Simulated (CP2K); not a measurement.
Two runs for the C K edge of 3-acetylpyrrole. Run A: CP2K XAS_TDP, all-electron GAPW, PBEh(45%), aug-cc-pVDZ, TDA, no relativity. Run B differs in one setting.

First lines with a strength over 0.0015. A:

| atom | energy (eV) | states | strength, one atom |
| --- | --- | --- | --- |
| C1 (bonded to C and 3 H) | 283.78 | 1 | 0.0060 |
|  | 284.66 | 2 | 0.0294 |
|  | 284.93 | 1 | 0.0128 |
|  | 285.60 | 1 | 0.0030 |
|  | 286.01 | 1 | 0.0058 |
| C2 (bonded to 2 C and O) | 281.92 | 1 | 0.0655 |
|  | 287.23 | 2 | 0.0043 |
|  | 287.61 | 1 | 0.0017 |
|  | 287.92 | 1 | 0.0017 |
|  | 288.42 | 1 | 0.0043 |
| C4 (bonded to 3 C) | 281.66 | 1 | 0.0216 |
|  | 283.93 | 1 | 0.0136 |
|  | 284.75 | 1 | 0.0241 |
|  | 286.97 | 1 | 0.0034 |
|  | 287.17 | 1 | 0.0031 |
| C5 (bonded to 2 C and H) | 281.68 | 1 | 0.0478 |
|  | 283.27 | 1 | 0.0021 |
|  | 284.17 | 1 | 0.0019 |
|  | 284.68 | 1 | 0.0058 |
|  | 285.38 | 1 | 0.0032 |
| C6 (bonded to C, N and H) | 282.71 | 1 | 0.0529 |
|  | 284.65 | 1 | 0.0100 |
|  | 285.56 | 1 | 0.0041 |
|  | 286.31 | 1 | 0.0032 |
|  | 286.46 | 1 | 0.0018 |
| C8 (bonded to C, N and H) | 282.10 | 1 | 0.0509 |
|  | 284.85 | 1 | 0.0107 |
|  | 285.85 | 1 | 0.0032 |
|  | 286.32 | 1 | 0.0023 |
|  | 286.39 | 1 | 0.0040 |

B:

| atom | energy (eV) | states | strength, one atom |
| --- | --- | --- | --- |
| C1 (bonded to C and 3 H) | 290.15 | 1 | 0.0059 |
|  | 291.03 | 2 | 0.0288 |
|  | 291.31 | 1 | 0.0126 |
|  | 291.97 | 1 | 0.0029 |
|  | 292.39 | 1 | 0.0057 |
| C2 (bonded to 2 C and O) | 288.18 | 1 | 0.0641 |
|  | 293.49 | 2 | 0.0042 |
|  | 293.87 | 1 | 0.0017 |
|  | 294.18 | 1 | 0.0017 |
|  | 294.68 | 1 | 0.0042 |
| C4 (bonded to 3 C) | 287.14 | 1 | 0.0212 |
|  | 289.40 | 1 | 0.0134 |
|  | 290.23 | 1 | 0.0237 |
|  | 292.45 | 1 | 0.0033 |
|  | 292.64 | 1 | 0.0030 |
| C5 (bonded to 2 C and H) | 287.61 | 1 | 0.0468 |
|  | 289.20 | 1 | 0.0020 |
|  | 290.09 | 1 | 0.0019 |
|  | 290.61 | 1 | 0.0057 |
|  | 291.31 | 1 | 0.0032 |
| C6 (bonded to C, N and H) | 288.46 | 1 | 0.0519 |
|  | 290.40 | 1 | 0.0098 |
|  | 291.32 | 1 | 0.0040 |
|  | 292.07 | 1 | 0.0031 |
|  | 292.22 | 1 | 0.0017 |
| C8 (bonded to C, N and H) | 287.73 | 1 | 0.0499 |
|  | 290.48 | 1 | 0.0105 |
|  | 291.48 | 1 | 0.0032 |
|  | 291.95 | 1 | 0.0023 |
|  | 292.02 | 1 | 0.0039 |

Question: Which was it: the functional, GW2X switched on, the basis, scalar relativity switched on?

GW2X switched on. GW2X shifts an atom's lines together and keeps their spacings. Against PBEh(45%) in aug-cc-pVDZ, the leading lines move by +6.37 eV (C1, to 291.03), +6.26 eV (C2, to 288.18), +5.48 eV (C4, to 287.14), +5.93 eV (C5, to 287.61), +5.75 eV (C6, to 288.46) and +5.63 eV (C8, to 287.73).

[Hosts, paths, dates, database ids (printed as entryN), source tags and the programs' standing remarks are cut or masked in the printed files.]
